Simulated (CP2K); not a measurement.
Two runs for the C K edge of trifluoroacetic acid. Run A: CP2K XAS_TDP, all-electron GAPW, PBEh(45%), aug-cc-pVDZ, TDA, no relativity. Run B differs in one setting.

First lines with a strength over 0.0015. A:

| atom | energy (eV) | states | strength, one atom |
| --- | --- | --- | --- |
| C2 (bonded to C and 2 O) | 283.47 | 1 | 0.0730 |
|  | 288.78 | 1 | 0.0033 |
|  | 290.11 | 1 | 0.0040 |
|  | 290.59 | 1 | 0.0211 |
|  | 290.77 | 1 | 0.0040 |
| C4 (bonded to C and 3 F) | 288.80 | 1 | 0.0365 |
|  | 290.45 | 1 | 0.0851 |
|  | 291.60 | 1 | 0.0505 |
|  | 292.56 | 1 | 0.0636 |
|  | 292.64 | 1 | 0.0083 |

B:

```csv
atom,energy (eV),states,"strength, one atom"
C2 (bonded to C and 2 O),287.07,1,0.0817
,293.78,1,0.0101
,294.93,1,0.0425
,295.40,1,0.0267
,295.53,1,0.0206
C4 (bonded to C and 3 F),293.06,1,0.0639
,294.11,1,0.0982
,295.72,1,0.0850
,297.10,1,0.0490
,298.45,1,0.0139
```

Question: Which was it: the basis, the functional, scalar relativity switched on, GW2X switched on?

The functional (functional from PBEh(45%) to PBEh(60%); the lines alone don't name the new value). A functional moves all lines by electronvolts and changes their spacings and strengths. Against PBEh(45%) in aug-cc-pVDZ, the leading lines move by +3.60 eV (C2, to 287.07) and +4.26 eV (C4, to 293.06); the strength of C2's goes from 0.0730 to 0.0817. The next line of C2 over the strength cut lies 6.71 eV higher, against 5.31.

[Banner, clock and machine lines of the logs are left out without a mark of their own.]

[Logs are printed without paths, hosts, clocks, repeated set-up lines and the standing remarks that a program may print on its own settings, such as how far it seeks lower states.]

[Hosts, paths, dates, database ids (printed as entryN), source tags and the programs' standing remarks are cut or masked in the printed files.]
